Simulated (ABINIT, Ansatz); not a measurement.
# A GW chain in ABINIT: LiNbO3 (R3c), part 3 of 3

How does a plane-wave GW calculation on LiNbO3 (R3c) run from the first input to the gap?

ABINIT 10.8.3; PBE and many-body steps on it, plane waves. Known limits of the many-body steps: not at the basis limit; no spin-orbit coupling.

So far. Step 4 (Empty states on the mesh, 4×4×4 mesh, 574 bands): On this mesh the gap is 3.616 eV. Step 5 (Screening, 4×4×4 mesh, 233 bands, screening to 141.5 eV): Local fields lower ε∞ by 11 %.

**6. Self-energy, 4×4×4 mesh, 233 bands, screening to 141.5 eV**

The self-energy is evaluated for the states that the input lists, and the levels follow from it, in one-shot runs by the linearised quasiparticle equation.

This step: G0W0 on PBE, plane waves, norm-conserving pseudopotentials.

Input file run.abi:

```
acell 3*1.0 Angstrom
rprim 
  2.575800000019 1.487138823389 4.623000000000
  -2.575800000018 1.487138823389 4.623000000000
  0.000000000000 -2.974277646779 4.623000000000
ntypat 3
znucl 3 41 8
natom 10
typat 1 1 2 2 3 3 3 3 3 3
xred 
  0.281500000000 0.281500000000 0.281500000000
  0.781500000000 0.781500000000 0.781500000000
  0.000055000000 0.000055000000 0.000055000000
  0.500055000000 0.500055000000 0.500055000000
  0.112310000000 0.358360000000 0.719590000000
  0.719590000000 0.112310000000 0.358360000000
  0.358360000000 0.719590000000 0.112310000000
  0.219590000000 0.858360000000 0.612310000000
  0.858360000000 0.612310000000 0.219590000000
  0.612310000000 0.219590000000 0.858360000000
pp_dirpath "pseudos"
pseudos "Li.upf, Nb.upf, O.upf"
ecut 37
ngkpt 4 4 4
nshiftk 1
shiftk 0 0 0
kptopt 1
chksymbreak 0
istwfk *1
occopt 1
irdwfk 1
optdriver 4
nband 233
gwcalctyp 0
ecutsigx 37
symsigma 1
nkptgw 2
kptgw 
  0.0000000000 0.0000000000 0.0000000000
  0.5000000000 0.2500000000 0.0000000000
bdgw 
  33 36
  33 36
ecuteps 5.2
irdscr 1
ppmodel 1
indata_prefix "in"
outdata_prefix "out"
tmpdata_prefix "tmp"
```

Run with:

```bash
$ OMP_NUM_THREADS=1 mpirun -n 16 abinit run.abi > log
```

Numbers of over 12 decimals in the logs are rounded to 6 here.

What it wrote:

```text
.Version 10.8.3 of ABINIT. v10.8.2 released Aug 2026.

 Symmetries : space group R3 c (#161); Bravais hR (rhombohedral)
[... echo of the input left out ...]
== DATASET  1 ==================================================================
-   mpi_nproc: 16, omp_nthreads: 1 (-1 if OMP is not activated)

--- !DatasetInfo
iteration_state: {dtset: 1, }
dimensions: {natom: 10, nkpt: 13, mband: 233, nsppol: 1, nspinor: 1, nspden: 1, mpw: 7739, }
cutoff_energies: {ecut:  37.0, pawecutdg:  -1.0, }
electrons: {nelect:   6.80000000E+01, charge:   0.00000000E+00, occopt:   1.00000000E+00, tsmear:   1.00000000E-02, }

 SIGMA: Calculation of the GW corrections

 Based on a program developped by R.W. Godby, V. Olevano, G. Onida, and L. Reining.
 Incorporated in ABINIT by V. Olevano, G.-M. Rignanese, and M. Torrent.
.Using double precision arithmetic ; gwpc =  8

[... cell and pseudopotentials left out ...]
--------------------------------------------------------------------------------

 ==== K-mesh for the wavefunctions ====
 Number of points in the irreducible wedge :    13
[... list of points left out ...]
 Together with  6 symmetry operations and time-reversal symmetry
 yields    64 points in the full Brillouin Zone.

 ==== Q-mesh for screening function ====
 Number of points in the irreducible wedge :    13
[... list of points left out ...]
 Together with  6 symmetry operations and time-reversal symmetry
 yields    64 points in the full Brillouin Zone.

 vcoul_init : cutoff-mode = AUXILIARY_FUNCTION
 q-points for optical limit:   1
     1)      0.000010    0.000020    0.000030
 setmesh: FFT mesh size selected  =    60x   60x   60
          total number of points  =       216000

 Number of electrons calculated from density =   68.0000; Expected =   68.0000
 average of density, n =  0.094836
 r_s =    1.3603
 omega_plasma =   29.7059 [eV]

 === KS Band Gaps ===
  >>>> For spin  1
   Minimum direct gap =   3.6183 [eV], located at k-point      :   0.0000  0.0000  0.0000
   Fundamental gap    =   3.6160 [eV], Top of valence bands at :   0.0000  0.0000  0.0000
                                       Bottom of conduction at :   0.5000  0.2500  0.0000
 SIGMA fundamental parameters:
 PLASMON POLE MODEL  1
 number of plane-waves for SigmaX                 7739
 number of plane-waves for SigmaC and W            405
 number of plane-waves for wavefunctions          7739
 number of bands                                   233
 number of independent spin polarizations            1
 number of spinorial components                      1
 number of k-points in IBZ                          13
 number of q-points in IBZ                          13
 number of symmetry operations                       6
 number of k-points in BZ                           64
 number of q-points in BZ                           64
 number of frequencies for dSigma/dE                 9
 frequency step for dSigma/dE [eV]                0.25
 number of omega for Sigma on real axis              0
 max omega for Sigma on real axis  [eV]           0.00
 zcut for avoiding poles [eV]                     0.10

 EPSILON^-1 parameters (SCR file):
 dimension of the eps^-1 matrix on file            405
 dimension of the eps^-1 matrix used               405
 number of plane-waves for wavefunctions          7739
 number of bands                                   233
 number of q-points in IBZ                          13
 number of frequencies                               2
 number of real frequencies                          1
 number of imag frequencies                          1

 matrix elements of self-energy operator (all in [eV])

 Perturbative Calculation

--- !SelfEnergy_ee
iteration_state: {dtset: 1, }
kpoint     : [   0.000,    0.000,    0.000, ]
spin       : 1
KS_gap     :    3.618
QP_gap     :    5.093
Delta_QP_KS:    1.475
data: !SigmaeeData |
     Band     E0 <VxcDFT>   SigX SigC(E0)      Z dSigC/dE  Sig(E)    E-E0       E
       33   4.475 -19.865 -24.865   4.712   0.775  -0.291 -20.088  -0.223   4.253
       34   4.475 -19.865 -24.865   4.712   0.775  -0.291 -20.088  -0.223   4.253
       35   8.093 -17.114 -11.382  -4.189   0.811  -0.233 -15.862   1.253   9.346
       36   8.093 -17.114 -11.382  -4.189   0.811  -0.233 -15.862   1.253   9.346

--- !SelfEnergy_ee
iteration_state: {dtset: 1, }
kpoint     : [   0.500,    0.250,    0.000, ]
spin       : 1
KS_gap     :    3.727
QP_gap     :    5.225
Delta_QP_KS:    1.498
data: !SigmaeeData |
     Band     E0 <VxcDFT>   SigX SigC(E0)      Z dSigC/dE  Sig(E)    E-E0       E
       33   4.173 -19.692 -24.669   4.630   0.776  -0.289 -19.961  -0.269   3.904
       34   4.364 -19.756 -24.822   4.737   0.775  -0.290 -20.011  -0.255   4.109
       35   8.091 -17.056 -11.284  -4.242   0.812  -0.231 -15.813   1.243   9.334
       36   8.569 -17.473 -11.697  -4.163   0.807  -0.239 -16.171   1.302   9.870

== END DATASET(S) ==============================================================
================================================================================

 -outvars: echo values of variables after computation  --------
           etotal      0.0000000000E+00
            nband         233
             nkpt          13
          spgroup         161
 [... the other variables as echoed above ...]

 Calculation completed.
```

The job ended after 44 s (16 MPI ranks of Arm Neoverse V2, shared host; peak memory 7.1 GiB).

Numbers from this step:

```
G0W0 gap on the points computed              : 5.081 eV
starting gap on the mesh                     : 3.616 eV
k of the valence top                         : 0, 0, 0
k of the conduction bottom                   : 0.5, 0.25, 0
Z at the valence top                         : 0.775
Z at the conduction bottom                   : 0.812
least direct G0W0 gap on the computed points : 5.093 eV
```

The gap on the mesh goes from 3.62 eV to 5.08 eV, a correction of +1.47 eV.

Limits: finite bands, cutoff and mesh; no spin-orbit coupling. v1 is the top filled band, c1 the lowest empty one. Levels before and after the correction, in eV, zero at the valence-band top of each column:

|  | conduction bottom | valence top |
| --- | --- | --- |
| Kohn-Sham | 3.62 | 0.00 |
| G0W0 | 5.08 | 0.00 |

|  | level | energy (eV) |
| --- | --- | --- |
| Kohn-Sham | Γ v2-v1 | 0.000 |
| Kohn-Sham | Γ c1-c2 | 3.618 |
| Kohn-Sham | (0.5 0.25 0) v2 | -0.303 |
| Kohn-Sham | (0.5 0.25 0) v1 | -0.111 |
| Kohn-Sham | (0.5 0.25 0) c1 | 3.616 |
| Kohn-Sham | (0.5 0.25 0) c2 | 4.093 |
| G0W0 | Γ v2-v1 | 0.000 |
| G0W0 | Γ c1-c2 | 5.093 |
| G0W0 | (0.5 0.25 0) v2 | -0.349 |
| G0W0 | (0.5 0.25 0) v1 | -0.144 |
| G0W0 | (0.5 0.25 0) c1 | 5.081 |
| G0W0 | (0.5 0.25 0) c2 | 5.617 |

**7. Where the time went**

Times are wall times on 16 MPI ranks of Arm Neoverse V2, shared host, good to a factor of about two.

| step | time | share | memory (GiB) |
| --- | --- | --- | --- |
| ground state | 50 s | 5 % | 1.9 |
| bands along the symmetry lines | 22 s | 2 % | 1.4 |
| empty states on the mesh | 7.6 min | 47 % | 2.5 |
| screening | 6.6 min | 41 % | 13 |
| self-energy | 44 s | 5 % | 7.1 |

**8. What came out**

```yaml
pbe_gap: 3.59 eV, indirect (only 33 meV under the direct gap)
g0w0_gap_on_the_mesh: 5.08 eV
g0w0_gap_over_the_zone_rigid_shift: 5.05 eV
gw_settings: 4×4×4 mesh, 233 bands, screening to 141.5 eV, Godby-Needs plasmon pole
known_limits: not at the basis limit; no spin-orbit coupling
```

What this shows: G0W0 moves the gap on the mesh from 3.62 eV to 5.08 eV (+1.47 eV), with Z of 0.78 and 0.81 at the edges. The mesh misses the band edges by 0.03 eV in all; a rigid shift gives 5.05 eV for the zone. Local fields lower the RPA ε∞ on this mesh from 5.62 to 5.02. Only 2 of the mesh's irreducible points were corrected, so a valley elsewhere could overtake. Bands and cutoff are finite, so the gap is not at the basis limit. The miss can reach some tenths of an eV and take either sign; the mesh is an error of its own. In the G0W0 run levels were corrected at 2 k points alone, so a gap called «on the mesh» is the least over those, and an edge elsewhere would be missed. The many-body steps are scalar-relativistic: spin-orbit coupling is not in them.

[Paths, hosts, dates, memory and timing lines, banners, echoed tables and standing remarks are left out of the program output.]

[Logs are printed without paths, hosts, clocks, repeated set-up lines and the standing remarks that a program may print on its own settings, such as how far it seeks lower states.]

[Runs of the session that timed out or met a known fault of the program may be left out.]

[Hosts, paths, dates, database ids (printed as entryN), source tags and the programs' standing remarks are cut or masked in the printed files.]

[G0W0 gaps are taken among the corrected bands and points alone; a level outside them can change the order at an edge.]

[Where Ansatz stands beside ABINIT at settings called matched, ABINIT's density can come from a denser mesh and the files from another edition; pairs whose starting gaps differed by over 0.03 eV were left out, so agreement reads better than it is.]
